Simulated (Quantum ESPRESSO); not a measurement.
## How volume moves the moments of Nickel

How does volume change the magnetic state of Nickel?

Main program and level: Quantum ESPRESSO 7.5; PBEsol; plane waves with GBRV 1.5 PBEsol potentials, no spin-orbit coupling.

## (1) Set-up

The structure is cubic, space group Fm-3m (No. 225). The conventional cell has a = 3.524 Å, b = 3.524 Å, c = 3.524 Å, α = 90.00°, β = 90.00°, γ = 90.00°. Nearest to Ni lie 12 Ni at 2.49 Å.

The cell comes from the Crystallography Open Database.

## (2) Volume 0.8, ferro +

All lengths scale alike; the factor is that of the volume. Atoms keep their fractional places. Seeded atoms are those given a starting moment.

File pw.in:

```
&CONTROL
  calculation = 'scf'
  prefix = 'pwscf'
  outdir = './tmp'
  pseudo_dir = './pseudo'
  disk_io = 'nowf'
  tprnfor = .true.
  tstress = .true.
/
&SYSTEM
  ibrav = 0
  nat = 1
  ntyp = 1
  ecutwfc = 40
  ecutrho = 280
  nbnd = 15
  occupations = 'smearing'
  smearing = 'fd'
  degauss = 0.00734986
  nspin = 2
  starting_magnetization(1) = 0.0556
/
&ELECTRONS
  conv_thr = 2d-09
  electron_maxstep = 150
  mixing_beta = 0.3
/
ATOMIC_SPECIES
Ni     58.6934 ni_pbesol_v1.4.uspp.F.UPF
CELL_PARAMETERS angstrom
   0.0000000000    1.6356355643    1.6356355643
   1.6356355643    0.0000000000    1.6356355643
   1.6356355643    1.6356355643    0.0000000000
ATOMIC_POSITIONS crystal
Ni      0.0000000000    0.0000000000    0.0000000000
K_POINTS automatic
14 14 14 0 0 0
```

Launch:

```
> OMP_NUM_THREADS=1 mpirun -n 2 pw.x -nk 2 -in pw.in > pw.out
```

The log of the run:

```text
Program PWSCF v.7.5 starts

     Message from routine setup:
     using ibrav=0 with symmetry is DISCOURAGED, use correct ibrav instead

     K-points division:     npool     =       2
     Subspace diagonalization in iterative solution of the eigenvalue problem:

     bravais-lattice index     =            0
     lattice parameter (alat)  =       4.3712  a.u.
     unit-cell volume          =      59.0590 (a.u.)^3
     number of atoms/cell      =            1
     number of atomic types    =            1
     number of electrons       =        18.00
     number of Kohn-Sham states=           15
     kinetic-energy cutoff     =      40.0000  Ry
     charge density cutoff     =     280.0000  Ry
     scf convergence threshold =      2.0E-09
     mixing beta               =       0.3000
     number of iterations used =            8  plain     mixing
     Exchange-correlation= SLA  PW   PSX  PSC
                           (   1   4  10   8   0   0   0)

     celldm(1)=   4.371197  celldm(2)=   0.000000  celldm(3)=   0.000000
     celldm(4)=   0.000000  celldm(5)=   0.000000  celldm(6)=   0.000000

     crystal axes: (cart. coord. in units of alat)
               a(1) = (   0.000000   0.707107   0.707107 )
               a(2) = (   0.707107   0.000000   0.707107 )
               a(3) = (   0.707107   0.707107   0.000000 )

     reciprocal axes: (cart. coord. in units 2 pi/alat)
               b(1) = ( -0.707107  0.707107  0.707107 )
               b(2) = (  0.707107 -0.707107  0.707107 )
               b(3) = (  0.707107  0.707107 -0.707107 )

     PseudoPot. # 1 for Ni read from file:
     ni_pbesol_v1.4.uspp.F.UPF
     Pseudo is Ultrasoft + core correction, Zval = 18.0

     atomic species   valence    mass     pseudopotential
     Ni               18.00    58.69340     Ni( 1.00)

     Starting magnetic structure
     atomic species   magnetization
     Ni              0.056

     48 Sym. Ops., with inversion, found

   Cartesian axes

     site n.     atom                  positions (alat units)
         1        Ni     tau(   1) = (   0.0000000   0.0000000   0.0000000  )

     number of k points=   104  Fermi-Dirac smearing, width (Ry)=  0.0073

     Number of k-points >= 100: set verbosity='high' to print them.

     Dense  grid:     4645 G-vectors     FFT dimensions: (  24,  24,  24)

     Smooth grid:     1989 G-vectors     FFT dimensions: (  18,  18,  18)

     Check: negative core charge=   -0.000022
     Generating pointlists ...
     new r_m :   0.4125 (alat units)  1.8031 (a.u.) for type    1

     Initial potential from superposition of free atoms

     starting charge      16.0000, renormalised to      18.0000
     Starting wfcs are   13 randomized atomic wfcs +    2 random wfcs

     Self-consistent Calculation

     iteration #  1     ecut=    40.00 Ry     beta= 0.30
     Davidson diagonalization with overlap
     ethr =  1.00E-02,  avg # of iterations =  4.3

     total energy              =    -338.50676789 Ry
     estimated scf accuracy    <      25.15474143 Ry

     total magnetization       =     0.28 Bohr mag/cell
     absolute magnetization    =     0.29 Bohr mag/cell

     iteration #  2     ecut=    40.00 Ry     beta= 0.30
     Davidson diagonalization with overlap
     ethr =  1.00E-02,  avg # of iterations =  2.6

     total energy              =    -343.04953912 Ry
     estimated scf accuracy    <       0.10915157 Ry

     total magnetization       =     0.55 Bohr mag/cell
     absolute magnetization    =     0.61 Bohr mag/cell

     [... further iterations left out ...]

     iteration # 10     ecut=    40.00 Ry     beta= 0.30
     Davidson diagonalization with overlap
     ethr =  1.50E-09,  avg # of iterations =  1.5

     total energy              =    -343.06833835 Ry
     estimated scf accuracy    <       0.00000001 Ry

     total magnetization       =     0.53 Bohr mag/cell
     absolute magnetization    =     0.60 Bohr mag/cell

     iteration # 11     ecut=    40.00 Ry     beta= 0.30
     Davidson diagonalization with overlap
     ethr =  8.15E-11,  avg # of iterations =  1.9

     Magnetic moment per site  (integrated on atomic sphere of radius R)
     atom   1 (R=0.413)  charge= 16.5308  magn=  0.5637

     End of self-consistent calculation

     Number of k-points >= 100: set verbosity='high' to print the bands.

     the Fermi energy is    23.1559 ev

!    total energy              =    -343.06833837 Ry
     estimated scf accuracy    <          5.9E-10 Ry
     smearing contrib. (-TS)   =      -0.00329414 Ry
     internal energy E=F+TS    =    -343.06504423 Ry

     The total energy is F=E-TS. E is the sum of the following terms:
     one-electron contribution =    -164.38363268 Ry
     hartree contribution      =      96.98132687 Ry
     xc contribution           =     -35.36157257 Ry
     ewald contribution        =    -240.30116585 Ry

     total magnetization       =     0.53 Bohr mag/cell
     absolute magnetization    =     0.60 Bohr mag/cell

     convergence has been achieved in  11 iterations

     Forces acting on atoms (cartesian axes, Ry/au):

     atom    1 type  1   force =     0.00000000    0.00000000    0.00000000

     Total force =     0.000000     Total SCF correction =     0.000000

     Computing stress (Cartesian axis) and pressure

          total   stress  (Ry/bohr**3)                   (kbar)     P=      506.45
   0.00344276  -0.00000000  -0.00000000          506.45       -0.00       -0.00
  -0.00000000   0.00344276  -0.00000000           -0.00      506.45       -0.00
  -0.00000000  -0.00000000   0.00344276           -0.00       -0.00      506.45

=------------------------------------------------------------------------------=
   JOB DONE.
=------------------------------------------------------------------------------=
```

Wall time 7 s (2 MPI ranks of Arm Neoverse V2, shared host); peak memory 0.12 GiB; 14 s of CPU time.

Spin moment in the atom's sphere by atom:

```
atom  spin moment in the atom's sphere (μB)
 Ni1                                  0.564
```

Numbers from this step:

- smearing term TS: 0.04482 eV
- pressure: 50.64 GPa
- magnetization: 0.534 μB
- absolute magnetization: 0.601 μB
- final state: ferromagnetic

## (3) Volume 0.8, antiferro q=(0,1/2,1/2) +-

The wavevector q is in fractions of the reciprocal vectors of the crystal's primitive cell, as the cells of these inputs are built from it; moments change sign between cells as cos(2π q·R).

File pw.in:

```
&CONTROL
  calculation = 'scf'
  prefix = 'pwscf'
  outdir = './tmp'
  pseudo_dir = './pseudo'
  disk_io = 'nowf'
  tprnfor = .true.
  tstress = .true.
/
&SYSTEM
  ibrav = 0
  nat = 2
  ntyp = 2
  ecutwfc = 40
  ecutrho = 280
  nbnd = 25
  occupations = 'smearing'
  smearing = 'fd'
  degauss = 0.00734986
  nspin = 2
  starting_magnetization(1) = 0.0556
  starting_magnetization(2) = -0.0556
/
&ELECTRONS
  conv_thr = 4d-09
  electron_maxstep = 150
  mixing_beta = 0.3
/
ATOMIC_SPECIES
Ni1    58.6934 ni_pbesol_v1.4.uspp.F.UPF
Ni2    58.6934 ni_pbesol_v1.4.uspp.F.UPF
CELL_PARAMETERS angstrom
   0.0000000000    1.6356355643    1.6356355643
   3.2712711286    0.0000000000    3.2712711286
   3.2712711286    1.6356355643    1.6356355643
ATOMIC_POSITIONS crystal
Ni1     0.0000000000    0.0000000000    0.0000000000
Ni2     0.0000000000    0.5000000000    0.0000000000
K_POINTS automatic
14 7 14 0 0 0
```

The log of the run:

```text
     [... lines left out ...]
Program PWSCF v.7.5 starts
     [... lines left out ...]
     number of atoms/cell      =            2
     [... lines left out ...]
     number of electrons       =        36.00
     number of Kohn-Sham states=           25
     kinetic-energy cutoff     =      40.0000  Ry
     charge density cutoff     =     280.0000  Ry
     scf convergence threshold =      4.0E-09
     [... lines left out ...]
     16 Sym. Ops., with inversion, found
     [... lines left out ...]
     number of k points=   144  Fermi-Dirac smearing, width (Ry)=  0.0073
     [... lines left out ...]
     iteration # 15     ecut=    40.00 Ry     beta= 0.30
     [... lines left out ...]
     Magnetic moment per site  (integrated on atomic sphere of radius R)
     atom   1 (R=0.412)  charge= 16.5307  magn= -0.0000
     atom   2 (R=0.412)  charge= 16.5308  magn=  0.0001
     [... lines left out ...]
     the Fermi energy is    23.0144 ev
!    total energy              =    -686.13318734 Ry
     estimated scf accuracy    <          2.3E-09 Ry
     smearing contrib. (-TS)   =      -0.01099721 Ry
     [... lines left out ...]
     total magnetization       =     0.00 Bohr mag/cell
     absolute magnetization    =     0.00 Bohr mag/cell
     convergence has been achieved in  15 iterations
     [... lines left out ...]
     Total force =     0.000000     Total SCF correction =     0.000000
     [... lines left out ...]
          total   stress  (Ry/bohr**3)                   (kbar)     P=      495.71
     [... lines left out ...]
```

The job ended after 55 s (2 MPI ranks; peak memory 0.19 GiB).

Spin moment in the atom's sphere by atom:

```
atom  spin moment in the atom's sphere (μB)
 Ni1                                 0.0000
 Ni2                                 0.0001
```

Read from the output:

- smearing term TS: 0.1496 eV
- pressure: 49.57 GPa
- magnetization: 0 μB
- absolute magnetization: 0 μB
- final state: non-magnetic

## (4) Volume 0.8, no spin polarisation

File pw.in:

```
&CONTROL
  calculation = 'scf'
  prefix = 'pwscf'
  outdir = './tmp'
  pseudo_dir = './pseudo'
  disk_io = 'nowf'
  tprnfor = .true.
  tstress = .true.
/
&SYSTEM
  ibrav = 0
  nat = 1
  ntyp = 1
  ecutwfc = 40
  ecutrho = 280
  nbnd = 15
  occupations = 'smearing'
  smearing = 'fd'
  degauss = 0.00734986
/
&ELECTRONS
  conv_thr = 2d-09
  electron_maxstep = 150
  mixing_beta = 0.3
/
ATOMIC_SPECIES
Ni     58.6934 ni_pbesol_v1.4.uspp.F.UPF
CELL_PARAMETERS angstrom
   0.0000000000    1.6356355643    1.6356355643
   1.6356355643    0.0000000000    1.6356355643
   1.6356355643    1.6356355643    0.0000000000
ATOMIC_POSITIONS crystal
Ni      0.0000000000    0.0000000000    0.0000000000
K_POINTS automatic
14 14 14 0 0 0
```

The log of the run:

```text
     [... lines left out ...]
Program PWSCF v.7.5 starts
     [... lines left out ...]
     number of atoms/cell      =            1
     [... lines left out ...]
     number of electrons       =        18.00
     number of Kohn-Sham states=           15
     kinetic-energy cutoff     =      40.0000  Ry
     charge density cutoff     =     280.0000  Ry
     scf convergence threshold =      2.0E-09
     [... lines left out ...]
     48 Sym. Ops., with inversion, found
     [... lines left out ...]
     number of k points=   104  Fermi-Dirac smearing, width (Ry)=  0.0073
     [... lines left out ...]
     iteration #  9     ecut=    40.00 Ry     beta= 0.30
     [... lines left out ...]
     the Fermi energy is    23.0143 ev
!    total energy              =    -343.06659519 Ry
     estimated scf accuracy    <          8.0E-11 Ry
     smearing contrib. (-TS)   =      -0.00549864 Ry
     [... lines left out ...]
     convergence has been achieved in   9 iterations
     [... lines left out ...]
     Total force =     0.000000     Total SCF correction =     0.000000
     [... lines left out ...]
          total   stress  (Ry/bohr**3)                   (kbar)     P=      497.37
     [... lines left out ...]
```

Elapsed: 3.5 s, on 2 MPI ranks; peak memory 0.11 GiB; 6.8 s of CPU time.

Read from the output:

- smearing term TS: 0.07481 eV
- pressure: 49.74 GPa
- final state: non-magnetic (no spin polarisation)

## (5) Volume 1.16, ferro +

Edit pw.in of step 4 so:

```diff
@@ -19,2 +19,4 @@
   degauss = 0.00734986
+  nspin = 2
+  starting_magnetization(1) = 0.0556
 /
@@ -28,5 +30,5 @@
 CELL_PARAMETERS angstrom
-   0.0000000000    1.6356355643    1.6356355643
-   1.6356355643    0.0000000000    1.6356355643
-   1.6356355643    1.6356355643    0.0000000000
+   0.0000000000    1.8512960696    1.8512960696
+   1.8512960696    0.0000000000    1.8512960696
+   1.8512960696    1.8512960696    0.0000000000
 ATOMIC_POSITIONS crystal
```

The log of the run:

```text
     [... lines left out ...]
Program PWSCF v.7.5 starts
     [... lines left out ...]
     number of atoms/cell      =            1
     [... lines left out ...]
     number of electrons       =        18.00
     number of Kohn-Sham states=           15
     kinetic-energy cutoff     =      40.0000  Ry
     charge density cutoff     =     280.0000  Ry
     scf convergence threshold =      2.0E-09
     [... lines left out ...]
     48 Sym. Ops., with inversion, found
     [... lines left out ...]
     number of k points=   104  Fermi-Dirac smearing, width (Ry)=  0.0073
     [... lines left out ...]
     iteration # 13     ecut=    40.00 Ry     beta= 0.30
     [... lines left out ...]
     Magnetic moment per site  (integrated on atomic sphere of radius R)
     atom   1 (R=0.413)  charge= 16.8073  magn=  0.7611
     [... lines left out ...]
     the Fermi energy is    14.5145 ev
!    total energy              =    -343.06981071 Ry
     estimated scf accuracy    <          1.9E-09 Ry
     smearing contrib. (-TS)   =      -0.00463947 Ry
     [... lines left out ...]
     total magnetization       =     0.71 Bohr mag/cell
     absolute magnetization    =     0.83 Bohr mag/cell
     convergence has been achieved in  13 iterations
     [... lines left out ...]
     Total force =     0.000000     Total SCF correction =     0.000000
     [... lines left out ...]
          total   stress  (Ry/bohr**3)                   (kbar)     P=     -340.75
     [... lines left out ...]
```

Wall time 6.8 s (2 MPI ranks); peak memory 0.13 GiB; 13 s of CPU time.

This step gave:

- smearing term TS: 0.06312 eV
- pressure: -34.07 GPa
- magnetization: 0.714 μB
- absolute magnetization: 0.829 μB
- final state: ferromagnetic
- largest moment: 0.7611 μB

## (6) The series

The runs not shown differ from these in the moved quantity alone.

States, by row:

```
volume        ferro +  antiferro q=(0,1/2,1/2) +-  no spin polarisation
   0.8  ferromagnetic                non-magnetic          non-magnetic
  0.86  ferromagnetic                non-magnetic          non-magnetic
  0.92  ferromagnetic                non-magnetic          non-magnetic
  0.96  ferromagnetic                non-magnetic          non-magnetic
     1  ferromagnetic                non-magnetic          non-magnetic
  1.05  ferromagnetic                non-magnetic          non-magnetic
   1.1  ferromagnetic                non-magnetic          non-magnetic
  1.16  ferromagnetic                non-magnetic          non-magnetic
```

The largest site moment by volume:

```
volume (factor)  ferro + (μB)  antiferro q=(0,1/2,1/2) +- (μB)
          0.800         0.564                           7.4e-5
          0.860         0.590                           1.2e-5
          0.920         0.624                           2.9e-4
          0.960         0.654                           5.7e-5
          1.000         0.683                           1.3e-4
          1.050         0.715                           2.1e-4
          1.100         0.740                           2.7e-4
          1.160         0.761                           1.7e-4
```

The energy less that of the parallel start by volume; values in meV a seeded atom:

```
volume (factor)  antiferro q=(0,1/2,1/2) +-  no spin polarisation
          0.800                        23.7                  23.7
          0.860                        27.7                  27.7
          0.920                        32.0                  32.0
          0.960                        35.0                  35.0
          1.000                        38.1                  38.1
          1.050                        42.1                  42.1
          1.100                        46.1                  46.1
          1.160                        50.6                  50.6
```

The energy over the lowest by volume; values in meV an atom:

```
volume (factor)  ferro +  antiferro q=(0,1/2,1/2) +-  no spin polarisation
          0.800      259                         283                   283
          0.860     80.6                         108                   108
          0.920     7.11                        39.1                  39.1
          0.960        0                        35.0                  35.0
          1.000     17.3                        55.4                  55.4
          1.050     65.1                         107                   107
          1.100      135                         181                   181
          1.160      239                         290                   290
```

## (7) Outcome

* moment, parallel start: 0.564 to 0.761 μB
* states met from these starts: ferromagnetic and non-magnetic

**Reading.** The moment of the parallel start goes from 0.564 μB at 0.8 to 0.761 μB at 1.16. The net moment of the cell goes from 0.534 to 0.714 μB. The radius of the spheres follows the nearest distance, so part of the change of the site moments is the spheres'. Some or all runs of the second start lost their moments or typed signs, and their energies are those of the state reached. The largest moment of the start antiferro q=(0,1/2,1/2) +- lies between 1.2e-5 and 2.9e-4 μB. The start antiferro q=(0,1/2,1/2) +- lies over the parallel one at every finished point, by 23.7 to 50.6 meV a seeded atom. Energies are free energies at an electronic temperature of 1160 K, which lowers moments and differences where the moments are itinerant.

[Logs and program files are shortened in this print: banners, set-up blocks, solver, clock and traceback lines can be left out without a mark of their own.]

[Logs are printed without paths, hosts, clocks, repeated set-up lines and the standing remarks that a program may print on its own settings, such as how far it seeks lower states.]

[Hosts, paths, dates, database ids (printed as entryN), source tags and the programs' standing remarks are cut or masked in the printed files.]

[Where a cell is said to come from a database of computed structures, the database is the Materials Project.]
